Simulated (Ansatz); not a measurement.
# G0W0 on several functionals: NaCl (Halite)

How much of the starting functional survives in the G0W0 gap of NaCl (Halite)?

Main program and level: Ansatz 0.2.0; G0W0 on several functionals, plane waves, PAW.

In doubt: masses and optical values from hybrid runs of this build are listed as unsure (step 4), which bears on the screening that GW takes from such a start.

**1. Set-up**

The structure is cubic, space group Fm-3m (No. 225). Conventional cell: a = 5.640 Å, b = 5.640 Å, c = 5.640 Å, α = 90.00°, β = 90.00°, γ = 90.00°. Nearest to Na lie 6 Cl at 2.82 Å. Cl has 6 Na at 2.82 Å nearest. Farther neighbours and most contacts between anions are not listed.

The cell and positions come from the Crystallography Open Database and are kept as given unless a step says otherwise. The default PAW set here is soft_2. Its files were made with PBE.

**2. G0W0 on LDA**

G0W0 replaces the xc potential by the self-energy, built once from these orbitals. Only a window of levels is corrected, while the sums run over the empty bands that the input names.

This step: G0W0 on LDA, plane waves, PAW.

File input.yaml:

```yaml
crystal:
  lattice:
    - [0.0, 2.82005, 2.82005]
    - [2.82005, 0.0, 2.82005]
    - [2.82005, 2.82005, 0.0]
  atoms:
    - { symbol: Na, position: [0.0, 0.0, 0.0] }
    - { symbol: Cl, position: [0.5, 0.5, 0.5] }
kpoints:
  mp_grid: { grid: [6, 6, 6] }
hamiltonian:
  xc: lda
scf:
  occupations: { method: fixed }
gw:
  n_empty_bands: 133
  ecut_chi: 120
  qp_bands: [v2, c2]
  qp_kpoints: band_edges
  screening: { model: contour_deformation }
```

Run with:

```bash
> ansatz run input.yaml --threads 3 --pin off --max-ram 92160MiB --backend cuda --events-out ev --progress --plain --runs-dir out --devices 1 --max-vram 13GiB
```

Numbers of over 12 decimals in the logs are rounded to 6 here.

The program printed:

```text
GPUs: using 1 of 1 available (devices: 1).
Engine: ansatz 0.2.0, x86_64-unknown-linux-gnu
Pseudopotentials: kind: paw
Pseudopotential: Na, paw, valence charge 9, recommended cutoff 420 eV (normal), Na.paw.azcp
Pseudopotential: Cl, paw, valence charge 7, recommended cutoff 420 eV (normal), Cl.paw.azcp
Functional definition: SPW92
  exchange = slater_x
  correlation = pw_c
device memory: the entry about to start is reckoned to put 0.4 GiB on a device that reports 37.3 GiB free (of which the cap on the GPU budget leaves the run 13.0 GiB)
GPU FFT provider: cuFFT
GPU libraries: cuBLAS 13.8.2, cuFFT 12.4.0, cuSOLVER 12.3.4
Crystal: 2 atoms, lattice volume = 44.854 Å³
Basis set: ecut = 420 eV, 893 PW (Γ)
Bands: 12, of which v1, the nominal top of the filled ones, is band 8 counted from 1 (7 counted from 0)
Symmetry: 48 space group operations
Space group: Fm-3m (ITA 225), of the structure as read, at distance tolerance 3.6e-5 Å
k-points: 16 of 216
Non-local potential: Na, projectors of the file, l = 0: 3, l = 1: 2, l = 2: 1
Non-local potential: Cl, projectors of the file, l = 0: 2, l = 1: 2, l = 2: 2
PAW form: soft (Blöchl's): semilocal exchange-correlation on the pseudo side does not see the compensation charge
PAW frozen core: Na, regenerated for the run's functional, and the local potential with it (the file was generated under x = pbe(κ = 0.804, μ = 0.219515), c = pbe(β = 0.066725))
PAW frozen core: Cl, regenerated for the run's functional, and the local potential with it (the file was generated under x = pbe(κ = 0.804, μ = 0.219515), c = pbe(β = 0.066725))
PAW one-centre angular grid: Na, 110 points (default); XC on 64 Gauss nodes
PAW one-centre angular grid: Cl, 110 points (default); XC on 64 Gauss nodes
Initial density: superposition of atomic densities (neutral atoms: chi_scale 0, normalization atom), corrected by the library's trained network
Initial wavefunctions: pseudopotential atomic-orbital guess
GPU buffer pool allocated for 19683 grid points (all kernels)
GPU transforms: local potential and band sums: pruned to the plane-wave sphere, on 25×27×27
Functional: x = slater, c = lda
SCF iter   1: F=—  HF=-2514.308251 eV  |F-HF|=—  |Δ(HF+E_count)|=         —  Δρ=7.10e-3  dr2=1.63e-2  ethr=1.77e-3  ⟨swp⟩=4.9  Hψ=976  notcnv=0  defer=24
preconditioner: auto → none  [insulator: Δε(μ)=4.592 eV  Ē_g=20.497 eV  n_scr=14 (ndim 8)  ℏωp=20.7 eV  f_vac=0.033  ε∞_Penn≈2.0]
SCF iter   2: F=—  HF=-2514.298673 eV  |F-HF|=—  |Δ(HF+E_count)|=   9.58e-3  Δρ=2.53e-3  dr2=2.09e-3  ethr=1.02e-4  ⟨swp⟩=2.6  Hψ=475  notcnv=0  defer=30
SCF iter   3: F=—  HF=-2514.297992 eV  |F-HF|=—  |Δ(HF+E_count)|=   6.81e-4  Δρ=6.87e-4  dr2=1.46e-4  ethr=1.30e-5  ⟨swp⟩=2.6  Hψ=320  notcnv=0  defer=30
SCF iter   4: F=—  HF=-2514.297959 eV  |F-HF|=—  |Δ(HF+E_count)|=   3.29e-5  Δρ=2.87e-4  dr2=6.15e-5  ethr=9.12e-7  ⟨swp⟩=2.0  Hψ=287  notcnv=0  defer=30
SCF iter   5: F=—  HF=-2514.297938 eV  |F-HF|=—  |Δ(HF+E_count)|=   2.16e-5  Δρ=3.95e-5  dr2=1.21e-6  ethr=3.84e-7  ⟨swp⟩=2.1  Hψ=239  notcnv=0
SCF iter   6: F=—  HF=-2514.297937 eV  |F-HF|=—  |Δ(HF+E_count)|=   2.36e-7  Δρ=1.73e-5  dr2=1.92e-7  ethr=7.58e-9  ⟨swp⟩=2.0  Hψ=256  notcnv=0
SCF iter   7: F=-2514.297937 eV  HF=-2514.297937 eV  |F-HF|=5.16e-9  |Δ(HF+E_count)|=   6.80e-8  Δρ=3.18e-6  dr2=6.29e-9  ethr=6.25e-10  ⟨swp⟩=5.2  Hψ=626  notcnv=0
SCF 1 converged in 7 iterations: F = -2514.297937 eV  dr2 = 6.29e-9
  greatest PAW one-centre occupation: 0.999 electrons in one spin orbital (limit 2), on the Na atom at site 0 (counted from 0), in its partial waves of l = 0
device memory: the entry about to start is reckoned to put 0.5 GiB on a device that reports 36.7 GiB free (of which the cap on the GPU budget leaves the run 13.0 GiB)
NSCF: frozen V_eff on 16 k-points, pencils in batches of 32, up to order 48
the band table was solved once the SCF had ended and its energy, with any forces and stress, was formed, with the checks that follow a solve (1190 applications of the Hamiltonian). They found nothing against the state; the energy, forces and stress were not computed again (output.eigenvalues in the input reference)
device memory: the entry about to start is reckoned to put 2.1 GiB on a device that reports 34.3 GiB free (of which the cap on the GPU budget leaves the run 13.0 GiB)
NSCF: frozen V_eff on 16 k-points
G₀W₀ screening: q 1/16
[... further progress lines ...]
device memory: the entry about to start is reckoned to put 0.3 GiB on a device that reports 34.1 GiB free (of which the cap on the GPU budget leaves the run 13.0 GiB)
NSCF: frozen V_eff on 1 k-points
device memory: the entry about to start is reckoned to put 0.3 GiB on a device that reports 34.1 GiB free (of which the cap on the GPU budget leaves the run 13.0 GiB)
NSCF: frozen V_eff on 1 k-points
SCF converged after 7 iterations
Free energy (F): -2514.297937 eV
Harris-Foulkes:  -2514.297937 eV  (|F-HF|=5.16e-9)
Internal energy: -2514.297937 eV  (E = F + TS)
E sigma→0 (E₀):  -2514.297937 eV
Fermi energy:    0.861087 eV
--- Per-component energies (eV) ---
  E_band       = -237.323339
  E_kinetic    = 282.130761
  E_local      = -1530.022501  (includes V_loc(G=0)·N_el)
  E_nonlocal   = 146.764000
  E_hartree    = 536.950749
  E_xc         = -144.361107
  E_vxc        = -171.495161  (∫ρ·V_xc dr)
  E_paw        = -869.954273  (= ΣΔE_a)
  E_vpaw       = -38.600836  (= ΣTr[D̂ρ^β])
  E_aug_tail   = 0.000103  (compensation charges beyond the density's cutoff)
  E_ewald      = -936.137051
  E_core_change = 0.331382  (= ΣΔE_core)
  E_smearing   = -0.000000  (= −TS)
  E_closure    = -0.000000  (closes the sum)
  Σ components = -2514.297937   (vs F -2514.297937, Δ=0.00e0)
--- Band table (eV; the first three rows and the last of 16) ---
  k-point 0: bands = [... 4 lower, -11.7468, 0.8611, 0.8611, 0.8611, 5.5529, 11.6182, 11.6182, 11.6182]
  k-point 1: bands = [... 4 lower, -11.6631, 0.2197, 0.7893, 0.7893, 6.3920, 10.8222, 11.8951, 11.8951]
  k-point 2: bands = [... 4 lower, -11.4884, -0.7498, 0.6527, 0.6527, 7.5186, 10.5844, 11.6883, 11.6883]
  k-point 15: bands = [... 4 lower, -11.3336, -0.6429, -0.0935, 0.1110, 8.8714, 9.3965, 11.0013, 12.5218]
--- G₀W₀: contour deformation, 6 samples at zero and on the imaginary axis and 3 off it, 216 q-points, 133 empty bands' worth ---
  eigenvalues of the whole cell's RPA ε∞ on this k-mesh (on a slab, of 1 + 4πα/V) = 2.4585, 2.4585, 2.4585; static W/v taken at q = 0 is 0.406745
  bands read: the sum over 141 bands ends inside a degenerate multiplet in 4 slots, whose members it reads at an even weight; the widest, k=0: bands 141 to 142 (counted from 1) at 1/2 each
  gw.qp_kpoints: band_edges: 13 of 16 stored k-points solved, in 1 pass; an edge of the gap read off the rows below is read off those points alone
    valence top: of the k-points left out ik 10 came nearest to being solved in a further pass, in band 8 (counted from 1, as in the quasiparticle table): it holds the edge there only if its correction is more favourable than any solved in that band by at least 0.540 eV; those differ by 0.084 eV
    conduction bottom: of the k-points left out ik 10 came nearest to being solved in a further pass, in band 9 (counted from 1, as in the quasiparticle table): it holds the edge there only if its correction is more favourable than any solved in that band by at least 2.912 eV; those differ by 0.282 eV
    ik  band        ε_KS         Σx   Σc(E_QP)       V_xc       Z   E_QP_lin       E_QP  E_QP is
     0     7      0.8611   -21.0502     2.4911   -16.8668  0.7920    -0.8665    -0.8312  root
     0     8      0.8611   -21.0502     2.4911   -16.8668  0.7920    -0.8665    -0.8312  root
     0     9      5.5529    -5.4336    -3.2530    -9.9334  0.8537     6.8116     6.7996  root
     0    10     11.6182    -3.6272    -3.7245    -8.8367  0.8381    13.1293    13.1032  root
     1     7      0.7893   -20.9502     2.5076   -16.7390  0.7916    -0.9505    -0.9142  root
     1     8      0.7893   -20.9502     2.5076   -16.7390  0.7916    -0.9505    -0.9142  root
     1     9      6.3920    -6.1089    -3.2946   -10.6808  0.8474     7.6828     7.6693  root
     1    10     10.8222    -3.7197    -3.6547    -8.7572  0.8380    12.2275    12.2049  root
     2     7      0.6527   -20.7732     2.5404   -16.5083  0.7907    -1.1099    -1.0718  root
     2     8      0.6527   -20.7732     2.5404   -16.5083  0.7907    -1.1099    -1.0718  root
     2     9      7.5186    -5.2417    -3.3689    -9.9134  0.8468     8.8369     8.8215  root
     2    10     10.5844    -5.6069    -3.8415   -10.9071  0.8241    12.0724    12.0430  root
     3     7      0.5876   -20.6940     2.5563   -16.4035  0.7903    -1.1857    -1.1467  root
     3     8      0.5876   -20.6940     2.5563   -16.4035  0.7903    -1.1857    -1.1467  root
     3     9      7.7371    -4.3716    -3.3110    -8.9504  0.8509     9.0192     9.0049  root
     3    10     11.1257    -7.0871    -4.1630   -12.8202  0.8076    12.7377    12.6957  root
     4     7      0.6894   -20.8416     2.5275   -16.5982  0.7913    -1.0638    -1.0265  root
     4     8      0.6894   -20.8416     2.5275   -16.5982  0.7913    -1.0638    -1.0265  root
     4     9      6.6669    -6.3375    -3.3280   -10.9651  0.8451     7.9809     7.9665  root
     4    10     10.3734    -3.1784    -3.5519    -8.0630  0.8440    11.7252    11.7061  root
     5     7      0.5023   -20.5516     2.5587   -16.2551  0.7905    -1.2751    -1.2355  root
     5     8      0.5438   -20.6782     2.5623   -16.3789  0.7904    -1.2324    -1.1931  root
     5     9      7.8007    -6.1128    -3.4684   -10.9512  0.8409     9.1886     9.1707  root
     5    10      9.8922    -3.9155    -3.5389    -8.7899  0.8413    11.2470    11.2277  root
[...]
12     7      0.2388   -20.4218     2.6358   -16.0096  0.7888    -1.5810    -1.5376  root
    12     8      0.2388   -20.4218     2.6358   -16.0096  0.7888    -1.5810    -1.5376  root
    12     9      8.0072    -4.7453    -3.4379    -9.7123  0.8531     9.5570     9.5362  root
    12    10      8.5676    -3.1095    -3.2913    -7.6358  0.8528     9.8162     9.8026  root
    13     7      0.0805   -20.0759     2.6434   -15.6483  0.7886    -1.7486    -1.7037  root
    13     8      0.4187   -20.4785     2.5809   -16.1478  0.7898    -1.3718    -1.3310  root
    13     9      8.8571    -6.0563    -3.6191   -11.1469  0.8365    10.3517    10.3285  root
    13    10      9.6904    -4.0629    -3.4961    -8.8756  0.8413    11.0251    11.0069  root
```

Wall time 34 s (1 × NVIDIA H100 80GB HBM3 (shared by 6 runs) with 3 threads of AMD EPYC 7R13 (Zen 3), shared host); peak memory 1.1 GiB.

Reading the cycles: dr2 is the Hartree energy of the density residual (eV), the measure of convergence; HF is the Harris–Foulkes estimate of the energy, which meets the free energy F at convergence.

This step gave:

| Quantity | Value |
| --- | --- |
| bands summed | 141 |
| RPA ε∞ on this mesh (eigenvalues) | 2.459, 2.459, 2.459 |
| plane waves in the screening matrix | 137 |
| q-points in the mesh | 216 |
| G0W0 gap on the mesh | 7.631 eV |
| k of the valence top | 0, 0, 0 |
| k of the conduction bottom | 0, 0, 0 |
| starting gap on the mesh | 4.692 eV |
| Z at the valence top | 0.7920 |
| Z at the conduction bottom | 0.8537 |
| least direct G0W0 gap on the computed points | 7.631 eV |

The gap on the mesh goes from 4.69 eV to 7.63 eV, a correction of +2.94 eV. Between the two edge states, bare exchange in place of the xc potential would open the gap by 8.68 eV, and correlation takes back 5.74 eV.

**3. G0W0 on PBE**

One-shot GW remembers its start. Another functional's orbitals and levels show by how much.

This step: G0W0 on PBE, plane waves, PAW.

input.yaml, as its differences from that of step 2:

```diff
@@ -11,3 +11,3 @@
 hamiltonian:
-  xc: lda
+  xc: pbe
 scf:
```

The program printed:

```text
GPUs: using 1 of 1 available (devices: 1).
[...]
GPU FFT provider: cuFFT
GPU libraries: cuBLAS 13.8.2, cuFFT 12.4.0, cuSOLVER 12.3.4
Crystal: 2 atoms, lattice volume = 44.854 Å³
Basis set: ecut = 420 eV, 893 PW (Γ)
Bands: 12, of which v1, the nominal top of the filled ones, is band 8 counted from 1 (7 counted from 0)
Symmetry: 48 space group operations
[...]
k-points: 16 of 216
[...]
GPU buffer pool allocated for 19683 grid points (all kernels)
[...]
SCF iter   1: F=—  HF=-2569.552052 eV  |F-HF|=—  |Δ(HF+E_count)|=         —  Δρ=9.47e-4  dr2=5.57e-4  ethr=1.77e-3  ⟨swp⟩=4.9  Hψ=979  notcnv=0  defer=24
[...]
SCF iter   8: F=-2569.551913 eV  HF=-2569.551913 eV  |F-HF|=7.71e-9  |Δ(HF+E_count)|=   4.34e-8  Δρ=3.82e-6  dr2=1.05e-8  ethr=6.25e-10  ⟨swp⟩=4.1  Hψ=655  notcnv=0
SCF 1 converged in 8 iterations: F = -2569.551913 eV  dr2 = 1.05e-8
[...]
NSCF: frozen V_eff on 16 k-points, pencils in batches of 32, up to order 48
[...]
NSCF: frozen V_eff on 16 k-points
G₀W₀ screening: q 1/16
[... further progress lines ...]
[...]
SCF converged after 8 iterations
Free energy (F): -2569.551913 eV
[...]
Internal energy: -2569.551913 eV  (E = F + TS)
E sigma→0 (E₀):  -2569.551913 eV
Fermi energy:    1.104588 eV
[...]
--- Band table (eV; the first three rows and the last of 16) ---
  k-point 0: bands = [... 4 lower, -11.5515, 1.1046, 1.1046, 1.1046, 6.2117, 12.1378, 12.1378, 12.1378]
  k-point 1: bands = [... 4 lower, -11.4715, 0.5052, 1.0358, 1.0358, 7.0239, 11.3796, 12.4141, 12.4141]
  k-point 2: bands = [... 4 lower, -11.3048, -0.4233, 0.9046, 0.9046, 8.1440, 11.1655, 12.2205, 12.2205]
  k-point 15: bands = [... 4 lower, -11.1573, -0.3279, 0.1960, 0.3914, 9.4633, 9.9686, 11.5885, 13.1182]
[...]
0     7      1.1046   -21.1212     2.4585   -16.7875  0.7995    -0.8112    -0.7706  root
     0     8      1.1046   -21.1212     2.4585   -16.7875  0.7995    -0.8112    -0.7706  root
     0     9      6.2117    -5.2537    -3.1340    -9.2169  0.8599     7.0457     7.0409  root
     0    10     12.1378    -3.6858    -3.5574    -8.4594  0.8453    13.3692    13.3540  root
     1     7      1.0358   -21.0260     2.4744   -16.6622  0.7991    -0.8953    -0.8536  root
     1     8      1.0358   -21.0260     2.4744   -16.6622  0.7991    -0.8953    -0.8536  root
     1     9      7.0239    -5.8650    -3.1767    -9.9359  0.8542     7.9240     7.9181  root
     1    10     11.3796    -3.7310    -3.4829    -8.2883  0.8454    12.4658    12.4540  root
[...]
13     7      0.3627   -20.2042     2.6106   -15.5885  0.7967    -1.6952    -1.6424  root
    13     8      0.6826   -20.5805     2.5471   -16.0803  0.7976    -1.3179    -1.2705  root
    13     9      9.4595    -5.8757    -3.4586   -10.4636  0.8442    10.6008    10.5889  root
    13    10     10.2616    -4.0074    -3.3324    -8.3231  0.8485    11.2538    11.2449  root
```

Wall time 16 s (1 × NVIDIA H100 80GB HBM3 (shared by 6 runs) with 3 threads); peak memory 1.1 GiB; 20 s of CPU time.

Numbers from this step:

* bands summed: 141
* RPA ε∞ on this mesh (eigenvalues): 2.338, 2.338, 2.338
* plane waves in the screening matrix: 137
* q-points in the mesh: 216
* G0W0 gap on the mesh: 7.812 eV
* k of the valence top: 0, 0, 0
* k of the conduction bottom: 0, 0, 0
* starting gap on the mesh: 5.107 eV
* Z at the valence top: 0.7995
* Z at the conduction bottom: 0.8599
* least direct G0W0 gap on the computed points: 7.812 eV

Against the run with 6×6×6 mesh, 133 empty bands, screening to 120 eV on LDA, the gap moves by +0.18 eV, while the start moved by +0.42 eV.

**4. G0W0 on HSE06**

This step: G0W0 on HSE06, plane waves, PAW.

input.yaml, as its differences from that of step 3:

```diff
@@ -11,3 +11,3 @@
 hamiltonian:
-  xc: pbe
+  xc: hse06
 scf:
```

The program printed:

```text
GPUs: using 1 of 1 available (devices: 1).
[...]
davidson cushion auto → on  (no smearing: the cushion is to keep the highest requested band from converging to the state above it; pin scf.eigensolver.cushion to override)
[...]
GPU FFT provider: cuFFT
GPU libraries: cuBLAS 13.8.2, cuFFT 12.4.0, cuSOLVER 12.3.4
Crystal: 2 atoms, lattice volume = 44.854 Å³
Basis set: ecut = 420 eV, 893 PW (Γ)
[...]
1     9      7.4197    -5.5347    -2.9926    -9.2836  0.8751     8.1792     8.1760  root
     1    10     11.8505    -3.5564    -3.1922    -7.6086  0.8689    12.7157    12.7105  root
[...]
13     7     -0.6815   -20.2447     2.1839   -16.6709  0.8261    -2.0881    -2.0713  root
    13     8     -0.3400   -20.5964     2.1363   -17.1100  0.8268    -1.7053    -1.6901  root
    13     9      9.9578    -5.5782    -3.1988    -9.6860  0.8670    10.8723    10.8667  root
    13    10     10.6732    -3.8086    -3.0737    -7.6940  0.8711    11.4892    11.4848  root
[key lines of the parts left out:]
Free energy (F): -2570.498161 eV
Fermi energy:    0.112477 eV
```

It took 39 s on 1 × NVIDIA H100 80GB HBM3 (shared by 6 runs) with 3 threads; peak memory 1.3 GiB; 43 s of CPU time.

This step gave:

* bands summed: 141
* RPA ε∞ on this mesh (eigenvalues): 2.120, 2.120, 2.120
* plane waves in the screening matrix: 137
* G0W0 gap on the mesh: 8.475 eV
* k of the valence top: 0, 0, 0
* k of the conduction bottom: 0, 0, 0
* starting gap on the mesh: 6.481 eV
* least direct G0W0 gap on the computed points: 8.475 eV

Against the run with 6×6×6 mesh, 133 empty bands, screening to 120 eV on PBE, the gap moves by +0.66 eV, while the start moved by +1.37 eV.

**5. The starts together**

All on the 6×6×6 mesh with 133 empty bands and screening to 120 eV. Times are wall times on 1 × NVIDIA H100 80GB HBM3 (shared by 6 runs) with 3 threads of AMD EPYC 7R13 (Zen 3), shared host, good to a factor of about two.

| start | starting gap (eV) | shift (eV) | G0W0 gap (eV) | RPA ε∞ (harmonic mean) | Z (valence, conduction) | time |
| --- | --- | --- | --- | --- | --- | --- |
| LDA | 4.69 | +2.94 | 7.63 | 2.46 | 0.79, 0.85 | 34 s |
| PBE | 5.11 | +2.70 | 7.81 | 2.34 | 0.80, 0.86 | 16 s |
| HSE06 | 6.48 | +1.99 | 8.47 | 2.12 | 0.83, 0.88 | 39 s |

How the two edges are built up, in eV (the quasiparticle level is the starting level plus Σx plus Σc less Vxc):

| run | edge | start | Σx | Σc | Vxc | Z | QP |
| --- | --- | --- | --- | --- | --- | --- | --- |
| LDA | valence top | 0.86 | -21.05 | 2.49 | -16.87 | 0.79 | -0.83 |
| LDA | conduction bottom | 5.55 | -5.43 | -3.25 | -9.93 | 0.85 | 6.80 |
| PBE | valence top | 1.10 | -21.12 | 2.46 | -16.79 | 0.80 | -0.77 |
| PBE | conduction bottom | 6.21 | -5.25 | -3.13 | -9.22 | 0.86 | 7.04 |
| HSE06 | valence top | 0.11 | -21.11 | 2.07 | -17.75 | 0.83 | -1.18 |
| HSE06 | conduction bottom | 6.59 | -5.04 | -2.95 | -8.70 | 0.88 | 7.30 |

For a hybrid start, Vxc holds its share of exact exchange.

**6. Outcome**

| Item | Value |
| --- | --- |
| G0W0@LDA | 7.63 eV (start 4.69 eV) |
| G0W0@PBE | 7.81 eV (start 5.11 eV) |
| G0W0@HSE06 | 8.47 eV (start 6.48 eV) |
| known limits | not at the basis limit |

The starting gaps span 1.79 eV and the G0W0 gaps 0.84 eV. Between LDA and HSE06, 0.84 eV of the 1.79 eV survives, 47 %. HSE06 screens less than LDA (ε∞ 2.12 against 2.46). Of the 0.84 eV by which its G0W0 gap is higher, the correlation part gives +0.72 eV, and exchange with the one-particle terms, which follow the orbitals, +0.13 eV. The smallest correction, +1.99 eV, is on HSE06, the start nearest to reproducing itself. Bands and cutoff are finite, so the gap is not at the basis limit. The miss can reach some tenths of an eV and take either sign; the mesh is an error of its own.

[Paths, hosts, dates, memory and timing lines, banners, echoed tables and standing remarks are left out of the program output.]

[Logs are printed without paths, hosts, clocks, repeated set-up lines and the standing remarks that a program may print on its own settings, such as how far it seeks lower states.]

[Runs of the session that timed out or met a known fault of the program may be left out.]

[Cells called generated may have been cut or substituted from an entry of the Crystallography Open Database or the Materials Project.]

[Hosts, paths, dates, database ids (printed as entryN), source tags and the programs' standing remarks are cut or masked in the printed files.]
